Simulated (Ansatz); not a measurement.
# Surface energy of Ta: 9 faces compared

Which of these faces of Ta costs least, and does the order hold when functional or mesh changes?

Calculated with Ansatz 0.2.0: Kohn-Sham DFT, PBE, PAW (set soft_2), plane waves; cutoff 420 eV, fermi-dirac smearing of 0.1 eV. Each cell was relaxed with PBE at fixed cell edges, then solved at the other levels. Its free energy less that of as many atoms of bulk Ta (18.297 Å³ an atom, mesh 17×17×17) is divided by the area of its two faces. Cutoffs: 420 eV for PBE and PBEsol; 500 eV for r2SCAN.

Ta(311), as built: Slab of Ta cut on (3 1 1), 12.5 Å thick, 1 x 1 surface cells, both faces free, 15 Å of vacuum; not relaxed. Lattice constants are starting values near those of PBE.

Ta(321), as built: Slab of Ta cut on (3 2 1), 12.4 Å thick, 2 x 1 surface cells, both faces free, 15 Å of vacuum; not relaxed. Lattice constants are starting values near those of PBE.

**Cells**

```
   cell  atoms  area (Å²)                     k-mesh  gain on relaxing (J/m²)  neighbours missing (per Å²)  work function (eV)
Ta(110)     24      31.18   7×7×1 (relaxed on 4×4×1)                    0.055                        0.513                4.72
Ta(100)     32      44.09   5×5×1 (relaxed on 4×4×1)                    0.246                        0.544                3.78
Ta(210)     36      49.29   5×5×1 (relaxed on 3×4×1)                    0.196                        0.568                4.09
Ta(310)     24      34.86   6×7×1 (relaxed on 4×5×1)                    0.240                        0.574                3.82
Ta(321)     30      41.24   6×5×1 (relaxed on 4×3×1)                    0.153                        0.582                4.15
Ta(221)     24      33.07   8×8×1 (relaxed on 5×5×1)                    0.230                        0.605                4.07
Ta(211)     20      27.00   6×8×1 (relaxed on 4×5×1)                    0.192                        0.593                3.98
Ta(311)     26      36.56  5×10×1 (relaxed on 3×7×1)                    0.232                        0.602                3.80
Ta(111)     14      19.09   9×9×1 (relaxed on 6×6×1)                    0.341                        0.629                3.82
```

Neighbours are counted within 3.45 Å in the cell as cut, where a bulk atom has 14; the deficit is per area of both faces. The work function is the vacuum level over the Fermi level.

**Surface energy**

In J/m²:

| cell | PBE | PBE, denser mesh | r2SCAN | PBEsol |
| --- | --- | --- | --- | --- |
| Ta(110) | 2.367 | 2.374 | 2.578 | 2.604 |
| Ta(100) | 2.516 | 2.521 | 2.691 | 2.750 |
| Ta(210) | 2.550 | 2.552 | 2.747 | 2.808 |
| Ta(310) | 2.557 | 2.557 | 2.752 | 2.827 |
| Ta(321) | 2.629 | 2.630 | 2.854 | 2.880 |
| Ta(221) | 2.661 | 2.660 | 2.879 | 2.905 |
| Ta(211) | 2.697 | 2.699 | 2.937 | 2.956 |
| Ta(311) | 2.720 | 2.720 | 2.941 | 2.982 |
| Ta(111) | 2.750 | 2.749 | 2.984 | 2.978 |

**Findings**

With PBE the lowest is Ta(110) (2.37 J/m²) and the highest Ta(111) (2.75 J/m²), a ratio of 1.16. PBE on a denser mesh shifts the values by -0.00 to +0.01 J/m² over 9 cells and reverses no pair. r2SCAN shifts the values by +0.17 to +0.24 J/m² over 9 cells and reverses no pair. PBEsol shifts the values by +0.23 to +0.27 J/m² over 9 cells and reverses no pair. A pair counts as reversed only if it differs by over 0.02 J/m² at both levels. The energy rises with the count of missing neighbours per area (correlation +0.97). The work function runs from 3.78 eV on Ta(100) to 4.72 eV on Ta(110).

Limits: The lattice constant is the typed one for every functional. Cells and bulk are sampled on unlike meshes, and thin cells carry size effects; differences of a few hundredths of a J/m² aren't resolved. No reconstruction was sought. Work functions of thin slabs are sensitive to thickness and mesh. These are free energies under a smearing of 0.1 eV, whose entropy term isn't removed. Spin–orbit coupling is left out, which matters for the levels of the heavy elements. In some runs the program notes that the exchange-correlation potential is rough where the density is thin and positions were snapped to a detected symmetry.

[Logs are printed without paths, hosts, clocks, repeated set-up lines and the standing remarks that a program may print on its own settings, such as how far it seeks lower states.]

[Hosts, paths, dates, database ids (printed as entryN), source tags and the programs' standing remarks are cut or masked in the printed files.]
